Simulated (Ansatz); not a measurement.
## Optical response of TiSi2 (Zhiqinite)

What colour and refractive index does TiSi2 (Zhiqinite) have at this level of theory? The cell comes from an older database entry, whose edges can differ from later determinations, mostly by under a per cent.

Main program and level: Ansatz 0.2.0; DFT, PBE, plane-wave PAW, default files, scalar-relativistic, independent-particle optical response without local fields.

The database entry behind the starting cell is an old determination (1939), so it need not match the best structure at ambient conditions.

## (1) Starting point

Symmetry: Fddd, No. 70, orthorhombic system. The conventional cell has a = 4.773 Å, b = 8.236 Å, c = 8.523 Å, α = 90.00°, β = 90.00°, γ = 90.00°. Ti has 10 Si at 2.54 to 2.75 Å nearest. Nearest to Si lie 5 Ti at 2.54 to 2.75 Å and 5 Si at 2.54 to 2.75 Å. Farther neighbours are not listed.

## (2) Ground state and bands

First the ground state: is it a metal or has it a gap?

This step: DFT, PBE, plane-wave PAW, default files, scalar-relativistic, ground state (Ansatz 0.2.0).

input.yaml reads:

```yaml
crystal:
  lattice:
    - [0.0, 4.118, 4.2615]
    - [2.3865, 0.0, 4.2615]
    - [2.3865, 4.118, 0.0]
  atoms:
    - { symbol: Ti, position: [0.5, 0.5, 0.5] }
    - { symbol: Ti, position: [0.75, 0.75, 0.75] }
    - { symbol: Si, position: [0.833, 0.167, 0.833] }
    - { symbol: Si, position: [0.167, 0.833, 0.167] }
    - { symbol: Si, position: [0.417, 0.083, 0.417] }
    - { symbol: Si, position: [0.083, 0.417, 0.083] }
kpoints:
  mp_grid: { grid: [6, 6, 6] }
  band_path:
    path:
      - [[0.0, 0.0, 0.0], [0.5, 0.0, 0.5], [1.0, 0.5, 0.5], [0.5, 0.5, 0.0], [0.0, 0.0, 0.0], [0.0, 0.41236738, 0.41236738], [0.5, 0.24444051, 0.74444051], [0.5, 0.0, 0.5]]
      - [[1.0, 0.5, 0.5], [1.0, 0.58763262, 0.58763262]]
      - [[0.0, 0.41236738, 0.41236738], [0.5, 0.75555949, 0.25555949], [0.5, 0.5, 0.0]]
      - [[0.5, 0.5, 0.5], [0.0, 0.0, 0.0]]
    npoints: 5
scf:
  occupations: { method: fermi_dirac, width: 0.05 }
  n_extra_bands: 10
hamiltonian:
  xc: pbe
  pseudopotentials: { kind: paw }
output:
  forces: true
  stress: true
  populations: true
  write_bands: true
  write_density: true
  write_potential: true
  elf: true
  volumetric_format: npy
```

Run with:

```bash
> ansatz run input.yaml --threads 4 --pin off --max-ram 8192MiB --backend cpu --events-out ev --progress --plain --runs-dir out
```

Numbers of over 12 decimals in the logs are rounded to 6 here.

The program printed:

```text
scf.n_extra_bands = 10 over 20 filled bands (N_el = 40.0): the run solves 30 bands
Engine: ansatz 0.2.0, x86_64-unknown-linux-gnu
Pseudopotentials: kind: paw
Pseudopotential: Ti, paw, valence charge 12, recommended cutoff 420 eV (normal), Ti.paw.azcp
Pseudopotential: Si, paw, valence charge 4, recommended cutoff 420 eV (normal), Si.paw.azcp
Functional definition: PBE
  parameter kappa = 0.804
  parameter beta = 0.066725
  exchange = pbe_x(kappa = kappa, mu = beta*pi^2/3)
  correlation = pbe_c(beta = beta)
Crystal: 6 atoms, lattice volume = 83.761 Å³
Basis set: ecut = 420 eV, 1617 PW (Γ), exchange–correlation on 80×72×64 points (8 copies of the dense FFT grid, shifted against one another)
Bands: 30, of which v1, the nominal top of the filled ones, is band 20 counted from 1 (19 counted from 0)
Symmetry: 8 space group operations
Space group: Fddd (ITA 70), of the structure as read, at distance tolerance 4.4e-5 Å
k-points: 46 of 216
Non-local potential: Ti, projectors of the file, l = 0: 3, l = 1: 2, l = 2: 3, l = 3: 1
Non-local potential: Si, projectors of the file, l = 0: 2, l = 1: 2, l = 2: 2
PAW form: soft (Blöchl's): semilocal exchange-correlation on the pseudo side does not see the compensation charge
PAW one-centre angular grid: Ti, 590 points (default); XC on 64 Gauss nodes
PAW one-centre angular grid: Si, 110 points (default); XC on 64 Gauss nodes
Initial density: superposition of atomic densities (neutral atoms: chi_scale 0, normalization atom), corrected by the library's trained network
Initial wavefunctions: pseudopotential atomic-orbital guess
Functional: x = pbe(κ = 0.804, μ = 0.219515), c = pbe(β = 0.066725)
SCF iter   1: F=—  HF=-7545.940281 eV  |F-HF|=—  |Δ(HF+E_count)|=         —  Δρ=4.22e-3  dr2=2.18e-2  ethr=1.77e-3  ⟨swp⟩=5.9  Hψ=6730  notcnv=0  defer=12
preconditioner: auto → Kerker (q_TF=auto, 2.412 Å⁻¹)  [metal: Δε(μ)=0.020 eV  Ē_g=7.242 eV  σ=0.050 eV  W_gap=0.10  n_scr=16 (ndim 8)  ℏωp=19.9 eV  f_vac=0.000  D(μ)=1.80/eV (n_scr^D=12)]
SCF iter   2: F=—  HF=-7545.938406 eV  |F-HF|=—  |Δ(HF+E_count)|=   1.88e-3  Δρ=2.24e-3  dr2=5.98e-3  ethr=5.45e-5  ⟨swp⟩=1.1  Hψ=1755  notcnv=0  defer=55
SCF iter   3: F=—  HF=-7545.937644 eV  |F-HF|=—  |Δ(HF+E_count)|=   7.62e-4  Δρ=3.64e-4  dr2=1.68e-4  ethr=1.50e-5  ⟨swp⟩=2.3  Hψ=1632  notcnv=0  defer=55
SCF iter   4: F=—  HF=-7545.937608 eV  |F-HF|=—  |Δ(HF+E_count)|=   3.54e-5  Δρ=7.89e-5  dr2=3.94e-6  ethr=4.20e-7  ⟨swp⟩=2.1  Hψ=1726  notcnv=0  defer=55
SCF iter   5: F=—  HF=-7545.937609 eV  |F-HF|=—  |Δ(HF+E_count)|=   8.27e-7  Δρ=1.39e-5  dr2=1.24e-7  ethr=9.86e-9  ⟨swp⟩=2.3  Hψ=1854  notcnv=0  defer=55
SCF iter   6: F=-7545.937609 eV  HF=-7545.937609 eV  |F-HF|=1.76e-9  |Δ(HF+E_count)|=   2.89e-9  Δρ=1.93e-6  dr2=3.19e-9  ethr=2.50e-10  ⟨swp⟩=11.2  Hψ=8058  notcnv=0
SCF 1 converged in 6 iterations: F = -7545.937609 eV  dr2 = 3.19e-9
  greatest PAW one-centre occupation: 0.999 electrons in one spin orbital (limit 2), on the Ti atom at site 1 (counted from 0), in its partial waves of l = 0
NSCF: frozen V_eff on 59 k-points
SCF converged after 6 iterations
Free energy (F): -7545.937609 eV
Harris-Foulkes:  -7545.937609 eV  (|F-HF|=1.76e-9)
Internal energy: -7545.923131 eV  (E = F + TS)
E sigma→0 (E₀):  -7545.930370 eV
Entropy (-TS):   -0.014478 eV (-2.413 meV/atom)
Fermi energy:    12.742476 eV
--- Per-component energies (eV) ---
  E_band       = -212.347806
  E_kinetic    = 720.252132
  E_local      = -2028.142894  (includes V_loc(G=0)·N_el)
  E_nonlocal   = 117.090648
  E_hartree    = 886.250222
  E_xc         = -423.767965
  E_vxc        = -441.887494  (∫ρ·V_xc dr)
  E_paw        = -4146.256220  (= ΣΔE_a)
  E_vpaw       = -352.158419  (= ΣTr[D̂ρ^β])
  E_aug_tail   = 0.000236  (compensation charges beyond the density's cutoff)
  E_ewald      = -2671.349290
  E_smearing   = -0.014478  (= −TS)
  E_closure    = 0.000000  (closes the sum)
  Σ components = -7545.937609   (vs F -7545.937609, Δ=0.00e0)
--- Forces (eV/Å), atoms counted from 1 ---
  atom   1  Ti     0.00000000     0.00000000     0.00000000
  atom   2  Ti     0.00000000     0.00000000     0.00000000
  atom   3  Si     0.00000000     0.16808981     0.00000000
  atom   4  Si     0.00000000    -0.16808981     0.00000000
  atom   5  Si     0.00000000    -0.16808981     0.00000000
  atom   6  Si     0.00000000     0.16808981     0.00000000
  max |Σ_I F_I| component: 0.00e0 eV/Å
--- Stress (GPa, compression-positive) ---
        3.134448       0.000000       0.000000
        0.000000       2.275917       0.000000
        0.000000       0.000000       1.368667
  P = ⅓ Tr σ = 2.2597 GPa (22.597 kbar)
--- Band table (eV; the first three rows and the last of 46) ---
  k-point 0: bands = [... 16 lower, 10.4240, 10.7218, 10.9520, 11.1677, 11.7390, 14.6965, 15.8796, 15.9758, ... 6 higher]
  k-point 1: bands = [... 16 lower, 10.5536, 10.7716, 11.3232, 11.5510, 11.8219, 14.4015, 15.5264, 15.6698, ... 6 higher]
  k-point 2: bands = [... 16 lower, 10.8077, 11.4188, 11.9727, 12.1808, 12.8938, 13.7998, 15.0441, 15.1892, ... 6 higher]
  k-point 45: bands = [... 16 lower, 11.0652, 11.0652, 11.6386, 11.6386, 13.4774, 13.4774, 15.9036, 15.9036, ... 6 higher]
--- Löwdin populations: 6 sites ---
  site symbol       q [e]
     0     Ti     11.6176
     1     Ti     11.6176
     2     Si      4.0820
     3     Si      4.0820
     4     Si      4.0820
     5     Si      4.0820
  spilling = 0.010917 (of n_electrons = 40.000000)
```

Elapsed: 2.4 s, on 4 threads of Intel Xeon Platinum 8375C at 2.90GHz (Ice Lake), shared host; peak memory 0.56 GiB; 8.6 s of CPU time.

Reading the cycles: dr2 is the Hartree energy of the density residual (eV), the measure of convergence; HF is the Harris–Foulkes estimate of the energy, which meets the free energy F at convergence.

This step gave:

| Item | Value |
| --- | --- |
| free energy | -7545.9376 eV |
| Fermi energy | 12.74 eV |
| electrons | 40 |
| symmetry operations | 8 |
| pressure | 2.260 GPa |
| volume | 83.76 Å³ |
| gap on the path | 0 eV |

There are states at the Fermi level within the smearing, so the occupations stay smeared and the carriers get a Drude term. The cell is left with a pressure of 2.3 GPa and forces up to 0.17 eV/Å, as it stands unrelaxed at this level.

The electronic bands at the labelled points (eV, zero at the Fermi level; # counts the bands kept):

```csv
point,#9,#10,#11,#12,#13,#14,#15,#16
Γ,-2.32,-2.02,-1.79,-1.57,-1.00,1.95,3.14,3.23
0.60 of the way,-2.05,-1.60,-1.26,-1.14,-1.04,1.56,2.88,2.98
Y,-2.48,-2.48,-0.92,-0.92,1.20,1.20,3.22,3.22
0.60 of the way,-1.02,-1.02,-0.75,-0.75,0.80,0.80,2.44,2.44
T,-1.34,-1.34,-0.72,-0.72,0.86,0.86,2.22,2.22
0.60 of the way,-1.44,-1.44,-0.79,-0.79,0.76,0.76,2.10,2.10
Z,-1.68,-1.68,-1.10,-1.10,0.73,0.73,3.16,3.16
0.60 of the way,-1.84,-1.80,-1.72,-1.47,-1.14,1.43,3.15,3.17
Γ,-2.32,-2.02,-1.79,-1.57,-1.00,1.95,3.14,3.23
0.40 of the way,-2.38,-0.72,-0.69,-0.63,-0.34,1.66,2.07,2.17
X,-1.45,-0.52,-0.06,0.01,0.75,0.92,1.75,2.50
0.40 of the way,-1.58,-0.59,-0.24,0.29,0.83,1.13,1.21,1.97
A1,-1.81,-1.81,-1.41,-1.41,1.33,1.33,2.07,2.07
0.60 of the way,-1.81,-1.81,-1.15,-1.15,1.28,1.28,2.88,2.88
Y,-2.48,-2.48,-0.92,-0.92,1.20,1.20,3.22,3.22
jump to T,-1.34,-1.34,-0.72,-0.72,0.86,0.86,2.22,2.22
0.40 of the way,-1.04,-0.98,-0.79,-0.42,0.84,0.88,2.03,2.39
X1,-1.45,-0.52,-0.06,0.01,0.75,0.92,1.75,2.50
jump to X,-1.45,-0.52,-0.06,0.01,0.75,0.92,1.75,2.50
0.40 of the way,-1.83,-0.53,-0.33,-0.14,1.02,1.19,1.98,2.33
A,-1.81,-1.81,-1.41,-1.41,1.33,1.33,2.07,2.07
0.60 of the way,-1.75,-1.75,-1.23,-1.23,1.05,1.05,2.04,2.04
Z,-1.68,-1.68,-1.10,-1.10,0.73,0.73,3.16,3.16
jump to L,-2.05,-1.16,-0.12,0.10,0.97,1.29,1.71,2.18
0.40 of the way,-1.86,-1.36,-1.03,-0.79,-0.09,1.15,2.46,2.50
Γ,-2.32,-2.02,-1.79,-1.57,-1.00,1.95,3.14,3.23
```

Valence density in the bc plane of the conventional cell at fractional x = 0.000, with atoms of Ti and Si within 0.2 Å of it. It is the smooth field of the valence electrons, not physical close to the nuclei.

Values in units of 1e0 e/Å³, 12 rows by 16 columns, each cell a mean:
```
0.2 0.3 0.3 0.3 0.4 0.2 0.6 4.2 5.4 1.4 0.2 0.3 0.4 0.3 0.3 0.3
0.2 0.3 0.4 0.3 0.2 0.2 0.2 0.3 0.4 0.3 0.2 0.2 0.3 0.4 0.3 0.2
0.2 0.3 0.3 0.2 0.2 0.2 0.3 0.3 0.3 0.3 0.3 0.2 0.2 0.3 0.3 0.2
0.3 0.3 0.2 0.2 0.2 0.3 0.3 0.2 0.2 0.3 0.3 0.2 0.2 0.2 0.3 0.3
0.7 0.3 0.2 0.2 0.3 0.4 0.3 0.2 0.2 0.3 0.4 0.4 0.3 0.2 0.2 0.6
7.1 1.9 0.3 0.3 0.3 0.2 0.3 0.3 0.3 0.3 0.2 0.3 0.4 0.3 0.8 5.7
5.4 1.4 0.2 0.3 0.4 0.3 0.3 0.3 0.2 0.3 0.3 0.3 0.4 0.2 0.6 4.2
0.4 0.3 0.2 0.2 0.3 0.4 0.3 0.2 0.2 0.3 0.4 0.3 0.2 0.2 0.2 0.3
0.3 0.3 0.3 0.2 0.2 0.3 0.3 0.2 0.2 0.3 0.3 0.2 0.2 0.2 0.3 0.3
0.2 0.3 0.3 0.2 0.2 0.2 0.3 0.3 0.3 0.3 0.2 0.2 0.2 0.3 0.3 0.2
0.2 0.3 0.4 0.4 0.3 0.2 0.2 0.6 0.7 0.3 0.2 0.2 0.3 0.4 0.3 0.2
0.3 0.3 0.2 0.3 0.4 0.3 0.8 5.7 7.1 1.9 0.3 0.3 0.3 0.2 0.3 0.3
```

Electrostatic potential energy in the bc plane of the conventional cell at fractional x = 0.000, with atoms of Ti and Si within 0.2 Å of it. With pseudopotentials it is smooth inside the atoms' cores, unlike the true potential.

Values in eV, 12 rows by 16 columns, each cell a mean:
```
 11  -7 -31 -26   2  12   0 -19 -21  -7  10   8 -17 -33 -17   8
 14  11   8   9  12  14  12   7   6  11  14  13  10   8  10  13
 12  11  11  11  11  12  12  12  12  12  12  11  11  11  11  12
 12  12  12  12  11  12  12  12  12  12  12  11  11  12  12  12
  1   8  13  13   7   1   7  13  13   9   2   4  11  14  11   2
-24 -11   9   6 -24 -40 -24   7  10 -12 -39 -33  -1  11  -3 -22
-21  -7  10   8 -17 -33 -17   8  11  -7 -31 -26   2  12   0 -19
  6  11  14  13  10   8  10  13  14  11   8   9  12  14  12   7
 12  12  12  11  11  11  11  12  12  11  11  11  11  12  12  12
 12  12  12  11  11  12  12  12  12  12  12  12  11  12  12  12
 13   9   2   4  11  14  11   2   1   8  13  13   7   1   7  13
 10 -12 -39 -33  -1  11  -3 -22 -24 -11   9   6 -24 -40 -24   7
```

[end of part 1 of 2]

[Logs are printed without paths, hosts, clocks, repeated set-up lines and the standing remarks that a program may print on its own settings, such as how far it seeks lower states.]

[Hosts, paths, dates, database ids (printed as entryN), source tags and the programs' standing remarks are cut or masked in the printed files.]
